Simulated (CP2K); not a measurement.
Consider formylketene at its PBE geometry (Å).

```xyz
7

O     2.1225   -0.4168   -1.2469
C     1.2923   -0.0547   -0.5121
C     0.3104    0.3291    0.3039
C    -1.0628   -0.1724    0.1481
O    -1.4524   -0.9678   -0.6995
H     0.5495    1.0315    1.0997
H    -1.7596    0.2512    0.9067
```

Method: CP2K XAS_TDP, all-electron GAPW, PBEh(45%), aug-cc-pVDZ, TDA, GW2X-corrected core level, no relativity.

**Question.** Where do the C K-edge lines lie, and how strong are they?

Leading lines: C2 289.34 eV, C3 290.59 eV and C4 288.71 eV. The leading line of an atom is its first one with 35 % of the strongest within 2.5 eV of its lowest line over the strength cut. Core ionisation energies at this level: C3 292.95, C4 295.75 and C2 297.71 eV.

The first six lines of each atom with a strength over 0.0015:

```
                     atom  energy (eV)  states  strength, one atom  above the computed threshold
   C2 (bonded to C and O)       289.34       1              0.0737                              
                                291.30       1              0.0640                              
                                296.55       1              0.0117                              
                                297.06       1              0.0016                              
                                301.20       1              0.0027                           yes
                                301.98       1              0.0041                           yes
 C3 (bonded to 2 C and H)       288.25       1              0.0054                              
                                290.50       1              0.0078                              
                                290.59       1              0.0431                              
                                291.63       1              0.0135                              
                                292.06       1              0.0038                              
                                292.35       1              0.0019                              
C4 (bonded to C, O and H)       288.71       1              0.0629                              
                                291.69       1              0.0089                              
                                293.58       1              0.0179                              
                                294.39       1              0.0040                              
                                294.82       1              0.0116                              
                                295.93       1              0.0043                           yes
```

Lines are vertical, at one geometry, with no vibrational structure. GW2X ionisation energies and lines can be off by 1 to 2 eV either way, and a good line position may hide errors that cancel. These values hold no scalar relativity, about 0.1 eV for C 1s. Rydberg lines, and the discretised continuum above threshold, depend on the basis and the box.

[Banner, clock and machine lines of the logs are left out without a mark of their own.]

[Logs are printed without paths, hosts, clocks, repeated set-up lines and the standing remarks that a program may print on its own settings, such as how far it seeks lower states.]

[Hosts, paths, dates, database ids (printed as entryN), source tags and the programs' standing remarks are cut or masked in the printed files.]
